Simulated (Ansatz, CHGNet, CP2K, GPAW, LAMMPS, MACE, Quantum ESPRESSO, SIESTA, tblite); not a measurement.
# Running Zn40S29Se11 with crystalline order left by the classical run (80 atoms) with tblite

Wanted: tblite inputs and outputs for Zn40S29Se11 with crystalline order left by the classical run (80 atoms), checked against a plane-wave reference.

Calculated with tblite 0.8.0; the method is named at each step.

### Step 1. Starting point

The cell holds 80 atoms: 40 Zn, 29 S and 11 Se. Its edges and angles: a = 11.843 Å, b = 11.843 Å, c = 11.843 Å, α = 90.0°, β = 90.0°, γ = 90.0°. 80 atoms (40 Zn, 29 S, 11 Se) placed at random at 4.41 g/cm³, melted at 2500 K for 10 ps at fixed volume with the Stillinger-Weber II-VI potential (Zhou et al., Phys. Rev. B 88, 085309 (2013)). Quenched from 2500 K to 300 K at 4 K/ps and fixed volume, annealed at 800 K for 50 ps, held 5 ps.

The yardstick, on the same geometry:

| Quantity | Value |
| --- | --- |
| method | Kohn-Sham DFT, PBE, PAW, plane waves (Ansatz 0.2.0); cutoff 420 eV, Γ point, fermi-dirac smearing of 0.05 eV; PAW set soft_2 |
| r.m.s. force component | 0.4208 eV/Å |
| longest force | 2.335 eV/Å |
| pressure | 1.128 GPa |
| spacing of highest filled and lowest empty level | 0.2294 eV |
| SCF cycles | 12 |
| time | 17 s on 8 threads of Arm Neoverse V2, shared host |
| CPU time | 2.2 min |

### Step 2. IPEA1-xTB

Method: IPEA1-xTB tight binding, diagonalisation.

run.py

```python
import numpy as np
from ase.io import read
from tblite.ase import TBLite

atoms = read("structure.xyz")
atoms.calc = TBLite(method="IPEA1-xTB", electronic_temperature=580, accuracy=1.0, max_iterations=250, mixer_damping=0.4, verbosity=1)
energy = atoms.get_potential_energy()
forces = atoms.get_forces()
print(f"energy {energy:.6f} eV")
print("forces (eV/A)")
for i, (a, f) in enumerate(zip(atoms, forces)):
    print(f"{i:4d} {a.symbol:2s} {f[0]:10.5f} {f[1]:10.5f} {f[2]:10.5f}")
stress = -atoms.get_stress(voigt=False) * 160.21766
print("stress (GPa, compression positive)")
for row in stress:
    print(" ".join(f"{x:10.4f}" for x in row))
print("charges (e)")
print(np.array2string(atoms.get_charges(), precision=4, suppress_small=True, max_line_width=110, threshold=100000))
```

structure.xyz

```xyz
80
Lattice="11.84320 0.00000 0.00000 0.00000 11.84320 0.00000 0.00000 0.00000 11.84320" Properties=species:S:1:pos:R:3 pbc="T T T"
Zn 10.41692 7.23442 5.58738
Zn 2.74644 6.37827 0.92709
Zn 5.37598 9.41937 9.14745
Zn 4.10462 11.42229 0.52098
Zn 11.69090 5.23837 2.45071
Zn 3.66239 8.15878 7.13873
Zn 6.31894 4.33283 1.29766
Zn 3.35032 11.66401 4.99996
Zn 9.57842 2.25684 1.32857
Zn 3.93988 4.98338 9.38751
Zn 1.70400 2.03679 7.73633
Zn 10.53299 3.88256 7.83605
Zn 9.39557 8.93143 8.84036
Zn 6.64451 0.80498 3.35684
Zn 1.09490 0.06561 1.53523
Zn 1.95401 10.36612 9.81576
Zn 11.35656 8.66662 0.37069
Zn 8.47203 3.83637 4.46204
Zn 0.26150 10.50681 6.85899
Zn 1.77459 5.18590 5.79085
Zn 7.44629 2.56405 9.74518
Zn 0.82275 3.41961 11.27887
Zn 6.87521 9.32001 5.65809
Zn 4.97308 0.21495 8.01382
Zn 10.85619 0.37448 9.93692
Zn 11.73981 2.10252 4.77174
Zn 8.26158 10.72828 0.49102
Zn 8.73306 0.57593 6.64996
Zn 3.22076 2.96968 2.81679
Zn 9.93455 10.59493 3.62343
Zn 8.28692 7.41337 2.44207
Zn 3.78864 1.72082 10.98836
Zn 7.20398 5.96803 7.53074
Zn 6.35577 7.16135 10.98658
Zn 5.01133 6.11701 4.24875
Zn 5.26714 3.06016 6.16841
Zn 0.69626 6.91264 9.04714
Zn 4.86732 9.19151 2.51929
Zn 1.54980 8.38996 3.69863
Zn 9.52501 5.59425 11.10489
S 9.04063 1.04161 11.25661
S 10.12866 11.12432 7.98267
S 4.30725 4.96550 2.35372
S 6.81943 1.70151 7.54483
S 6.45348 7.95401 3.68726
S 9.50512 9.27725 1.78430
S 6.57238 4.84221 5.55458
S 2.23079 2.03750 0.87758
S 7.69962 2.73838 2.55564
S 8.03632 11.18685 4.79886
S 1.19214 3.82618 3.86586
S 4.77956 10.19652 6.38017
S 7.64479 6.03150 0.67163
S 10.75351 4.09609 0.54230
S 1.56271 8.97099 8.03549
S 10.66350 7.60630 10.27090
[... 20 atom lines left out ...]
Se 8.47026 7.82385 6.84940
Se 5.46315 3.57878 10.83653
Se 2.72642 10.43658 2.93984
Se 9.74008 5.82851 3.72682
```

On the command line:

```
$ OMP_NUM_THREADS=1 python run.py > output.txt
```

The program printed:

```text
------------------------------------------------------------
  cycle        total energy    energy error   density error
------------------------------------------------------------
      1     -176.6002208736  -1.7643101E+02   8.4705983E-01
      2     -180.5089210562  -3.9087002E+00   4.0438162E-01
      3     -181.0101446809  -5.0122362E-01   2.6838765E-01
      4     -181.1710054612  -1.6086078E-01   8.4574391E-02
      5     -181.3547999859  -1.8379452E-01   3.2895293E-02
      6     -181.3653412045  -1.0541219E-02   2.6764067E-02
      7     -181.3841752223  -1.8834018E-02   4.5300281E-03
      8     -181.3845575171  -3.8229484E-04   2.5455092E-03
      9     -181.3843532740   2.0424312E-04   3.1352737E-03
     10     -181.3845784869  -2.2521292E-04   1.0612840E-03
     11     -181.3846204377  -4.1950763E-05   1.7022008E-04
     12     -181.3846212263  -7.8866557E-07   4.0485192E-05
     13     -181.3846212130   1.3319408E-08   4.8857764E-05
     14     -181.3846212803  -6.7278279E-08   7.9072553E-06
------------------------------------------------------------
 total:                                   2.278 sec
energy -4935.726949 eV
forces (eV/A)
   0 Zn    0.08148    0.21234   -0.20218
   1 Zn    0.47880   -0.45510    0.00475
   2 Zn    0.70572    0.67997    0.57271
   3 Zn    1.76655    0.32768   -0.02919
   4 Zn   -0.18016   -0.24472   -0.06244
   5 Zn   -0.20745    0.42339   -0.21616
   6 Zn   -0.45077   -1.12586   -0.23242
   7 Zn   -0.04256   -0.32838   -0.12336
   8 Zn    0.30041   -0.61236   -0.25833
   9 Zn    0.60872    0.08802    0.04062
  10 Zn    0.04768    0.28658    0.58170
  11 Zn    0.05666   -0.33607   -0.00445
  12 Zn   -0.49900    0.56912   -0.15232
  13 Zn    0.00325   -0.63927   -0.07009
  14 Zn   -0.04840   -0.36502   -0.48531
  15 Zn   -0.26964    0.66140   -0.06414
  16 Zn   -0.35007    0.30258    0.31543
  17 Zn   -0.02822    0.59561    0.30122
  18 Zn   -0.31406   -0.10183   -1.03012
  19 Zn    0.19516   -0.02939   -0.53631
  20 Zn   -0.27891   -1.32863    0.34398
  21 Zn   -0.13147   -0.24721   -0.08337
  22 Zn    0.26748   -0.03870   -0.70351
  23 Zn    0.90900   -0.35232    1.23447
[...]
72 Se   -0.05290   -1.00444    0.13276
  73 Se   -0.75386   -0.64516   -0.34528
  74 Se    0.59424    0.27376   -0.28010
  75 Se    0.10492    0.33753    0.19609
  76 Se   -0.15541    1.02556    0.13274
  77 Se   -0.57359   -0.07087    0.08272
  78 Se    0.25357    0.03345   -0.20036
  79 Se   -0.32166    0.32577    0.04829
stress (GPa, compression positive)
   -2.9937     1.0681    -1.4280
    1.0681    -3.2414     1.4688
   -1.4280     1.4688    -3.1680
charges (e)
[ 0.215   0.2314  0.2438  0.2372  0.2458  0.2544  0.2552  0.2505  0.2499  0.2033  0.247   0.2348  0.2298
  0.2631  0.2338  0.2755  0.2672  0.2565  0.2684  0.2269  0.2346  0.2569  0.2509  0.2568  0.2678  0.2524
  0.2629  0.2701  0.2619  0.2504  0.26    0.2337  0.2287  0.2496  0.2655  0.2423  0.235   0.2513  0.2487
  0.2516 -0.3096 -0.2668 -0.2814 -0.298  -0.2911 -0.2839 -0.2861 -0.2608 -0.2552 -0.2676 -0.3027 -0.2586
 -0.2712 -0.2841 -0.2855 -0.2986 -0.2862 -0.2846 -0.329  -0.3091 -0.2834 -0.1278 -0.4328 -0.2696 -0.2686
 -0.2829 -0.2914 -0.2871 -0.3196 -0.1614 -0.1632  0.044  -0.1774 -0.1896 -0.1585 -0.1637 -0.151  -0.1961
 -0.1466 -0.1834]
```

Wall time 2.8 s (1 thread of Arm Neoverse V2, shared host); peak memory 0.13 GiB.

Banners, paths, timers and routine set-up lines are dropped from the logs unmarked, and long logs keep their key lines alone; longer cuts are marked.

Compared with the plane-wave run:

- r.m.s. force component: 0.503 eV/Å
- r.m.s. difference of force components: 175.7 meV/Å
- longest difference of force vectors: 890 meV/Å
- force difference over r.m.s. force: 41.77 %
- slope of forces against the reference's: 1.127
- correlation of force components: 0.943
- pressure: -3.134 GPa
- pressure difference: -4.263 GPa

Length of the force difference by element (eV/Å):

```
element  atoms  mean  most
      S     29  0.19  0.89
     Se     11  0.16  0.80
     Zn     40  0.32  0.86
```

A closer look about S66, picked at random: 9 atoms, nearest first, numbered in the order of the input, with positions taken from that point.

| atom | x | y | z | distance (Å) | bonds | Mulliken charge (e) | Fx | Fy | Fz (eV/Å) |
| --- | --- | --- | --- | --- | --- | --- | --- | --- | --- |
| S66 | 0.00 | 0.00 | 0.00 | 0.00 | 4 | -0.28 | 0.63 | 0.37 | 0.54 |
| Zn16 | 1.71 | -0.38 | -1.53 | 2.32 | 4 | 0.28 | -0.27 | 0.66 | -0.06 |
| Zn17 | -0.73 | -2.08 | 0.87 | 2.37 | 4 | 0.27 | -0.35 | 0.30 | 0.32 |
| Zn25 | -1.23 | 1.47 | -1.41 | 2.38 | 4 | 0.27 | -0.52 | 0.33 | 0.23 |
| Zn15 | 0.85 | 1.16 | 2.03 | 2.49 | 4 | 0.23 | -0.05 | -0.37 | -0.49 |
| S56 | -1.43 | -3.14 | -1.07 | 3.61 | 4 | -0.30 | 0.21 | -0.74 | 0.30 |
| S41 | -3.05 | 2.14 | -0.09 | 3.73 | 4 | -0.31 | -0.49 | -0.19 | 0.05 |
| S62 | 3.53 | -1.15 | -0.39 | 3.73 | 4 | -0.13 | 0.96 | -0.61 | 0.28 |
| S46 | -2.59 | -1.47 | 2.28 | 3.75 | 4 | -0.28 | 0.33 | -0.28 | -0.43 |

Atoms are counted from 1 here, from 0 in the log.

Forces lie 42 % from the reference's, at 0.021 times its CPU time (on 1 against 8 cores).

### Step 3. GFN1-xTB

Method: GFN1-xTB tight binding, diagonalisation.

Edit run.py of step 2 so:

```diff
@@ -5,3 +5,3 @@
 atoms = read("structure.xyz")
-atoms.calc = TBLite(method="IPEA1-xTB", electronic_temperature=580, accuracy=1.0, max_iterations=250, mixer_damping=0.4, verbosity=1)
+atoms.calc = TBLite(method="GFN1-xTB", electronic_temperature=580, accuracy=1.0, max_iterations=250, mixer_damping=0.4, verbosity=1)
 energy = atoms.get_potential_energy()
```

structure.xyz is that of step 2.

The program printed:

```text
------------------------------------------------------------
  cycle        total energy    energy error   density error
------------------------------------------------------------
      1     -176.0209720842  -1.7565883E+02   7.0228232E-01
      2     -176.1155692105  -9.4597126E-02   3.8656235E-01
      3     -176.2926322844  -1.7706307E-01   3.2115994E-01
      4     -178.2254375078  -1.9328052E+00   1.9677236E-01
      5     -179.3180688486  -1.0926313E+00   8.9309104E-02
      6     -179.4576443921  -1.3957554E-01   5.5484625E-02
      7     -179.5383881396  -8.0743748E-02   2.0945009E-02
      8     -179.5488462428  -1.0458103E-02   6.2539628E-03
      9     -179.5499587557  -1.1125129E-03   5.1541639E-03
     10     -179.5499291403   2.9615420E-05   3.9833109E-03
     11     -179.5504262606  -4.9712032E-04   1.3329851E-03
     12     -179.5504333495  -7.0888861E-06   9.7736843E-04
     13     -179.5504606692  -2.7319759E-05   1.4748441E-04
     14     -179.5504611149  -4.4568498E-07   3.8749622E-05
     15     -179.5504611501  -3.5205119E-08   3.4329289E-05
     16     -179.5504611683  -1.8149564E-08   1.2990009E-05
------------------------------------------------------------
 total:                                   3.264 sec
energy -4885.816910 eV
forces (eV/A)
   0 Zn    0.09447    0.12329   -0.26877
   1 Zn   -0.02012   -0.48473    0.00842
   2 Zn    0.91102    0.43357    0.19403
   3 Zn    1.17190    0.48431    0.31598
   4 Zn   -0.17587   -0.24693    0.05213
   5 Zn   -0.22201    0.04012   -0.21787
   6 Zn   -0.31961   -0.84071   -0.07806
   7 Zn   -0.08286   -0.13324   -0.02960
   8 Zn    0.17822   -0.45304   -0.21697
   9 Zn    0.31583   -0.10679    0.09448
  10 Zn   -0.14919    0.37823    0.18023
  11 Zn    0.02226   -0.18265    0.00590
  12 Zn   -0.26480    0.38502   -0.18560
  13 Zn    0.02379   -0.32480   -0.06094
  14 Zn   -0.30085   -0.29328   -0.02247
  15 Zn   -0.69061    0.38491   -0.22688
  16 Zn   -0.18327    0.13491    0.16474
  17 Zn    0.09568    0.31907    0.18210
  18 Zn   -0.23891    0.01698   -0.65195
  19 Zn   -0.00250   -0.07933   -0.31311
  20 Zn   -0.07867   -0.80209    0.26968
  21 Zn   -0.12756   -0.22536   -0.10454
  22 Zn    0.30688   -0.03761   -0.30189
  23 Zn    0.72257    0.07607    0.57443
[...]
72 Se    0.06669   -0.63567    0.07943
  73 Se   -0.45370   -0.54849   -0.35409
  74 Se    0.42017    0.27071   -0.10018
  75 Se    0.15544    0.16306    0.05947
  76 Se   -0.23978    0.72353    0.08865
  77 Se   -0.41916    0.15063    0.09616
  78 Se    0.12785    0.06739   -0.26371
  79 Se   -0.20110    0.14387    0.00516
stress (GPa, compression positive)
    6.4331     0.6525    -0.9263
    0.6525     6.3467     1.0046
   -0.9263     1.0046     6.3303
charges (e)
[ 0.1412  0.1631  0.1738  0.1791  0.2109  0.2278  0.2133  0.2165  0.2286  0.0915  0.2188  0.19    0.1698
  0.2465  0.1577  0.2786  0.2488  0.2141  0.2575  0.1751  0.1585  0.2281  0.2109  0.2167  0.2659  0.2176
  0.2228  0.2564  0.2428  0.2288  0.236   0.1931  0.1605  0.1724  0.2504  0.207   0.1638  0.1982  0.2207
  0.2129 -0.262  -0.2505 -0.2573 -0.2553 -0.2689 -0.251  -0.2589 -0.2355 -0.2407 -0.2562 -0.2794 -0.2313
 -0.2532 -0.2603 -0.2559 -0.2726 -0.2631 -0.2562 -0.27   -0.2857 -0.2581 -0.1331 -0.3062 -0.2545 -0.2532
 -0.2713 -0.2532 -0.2659 -0.2915 -0.0911 -0.0846  0.0744 -0.0937 -0.071  -0.0908 -0.0913 -0.084  -0.0999
 -0.0828 -0.1008]
```

The job ended after 3.8 s (1 thread; peak memory 0.13 GiB).

Against the reference:

- r.m.s. force component: 0.3655 eV/Å
- r.m.s. difference of force components: 221.2 meV/Å
- longest difference of force vectors: 1794 meV/Å
- force difference over r.m.s. force: 52.56 %
- slope of forces against the reference's: 0.7392
- correlation of force components: 0.8509
- pressure: 6.37 GPa
- pressure difference: 5.242 GPa

Against the first run (42 %), the force difference from the reference is 53 %, at 1.4 times the CPU time.

### Step 4. Side by side

Differences are against the plane-wave reference, forces as r.m.s. over components; share is that over the reference's r.m.s. force, slope the least-squares factor from reference forces to these. Total energies of different programs have different zeros and aren't compared.

```csv
run,"Δ force, r.m.s. (meV/Å)",share (%),slope,Δ pressure (GPa),cores,CPU time,memory (GiB)
reference,-,-,-,-,8,2.2 min,2.5
tblite IPEA1-xTB,176,41.8,1.127,-4.26,1,2.8 s,0.13
tblite GFN1-xTB,221,52.6,0.739,5.24,1,3.8 s,0.13
```

CPU time is summed over cores on a shared host, where runs went side by side, so it is rough. Symmetry, cutoffs, thresholds, outputs and thread counts weren't matched or tuned between programs; memory under MPI is the largest rank's times the ranks.

### Step 5. What came out

```yaml
nearest_in_forces: tblite IPEA1-xTB, 42 %
its_cpu_time: 2.8 s
```

**Reading.** Tight binding differs by 42 % (tblite IPEA1-xTB) to 53 % (tblite GFN1-xTB); it is another model, with fitted parameters of its own, and the xTB methods hold dispersion. IPEA1-xTB was fitted to ionisation energies and electron affinities, not to forces or charges. Of the electronic-structure runs that take under half the reference's CPU time, tblite IPEA1-xTB comes nearest, at 42 % in 2.8 s against 2.2 min; its pressure misses by -4.3 GPa. Periodic xTB results under one method name differ between programs and library versions. The quench rate of 4 K/ps is many orders above laboratory rates, so the cell is likely richer in defects and strain than a real sample. The network of bonds at the start is that of the classical potential that made the cell, and needn't be the one that DFT or experiment would give. The electronic-structure runs sample only Γ, in a cell whose shortest periodic width is 12 Å.

[Also dropped from logs without a mark: logging warnings of Python, and SIESTA's first energy breakdown and zero terms.]

[Logs are printed without paths, hosts, clocks, repeated set-up lines and the standing remarks that a program may print on its own settings, such as how far it seeks lower states.]

[Hosts, paths, dates, database ids (printed as entryN), source tags and the programs' standing remarks are cut or masked in the printed files.]
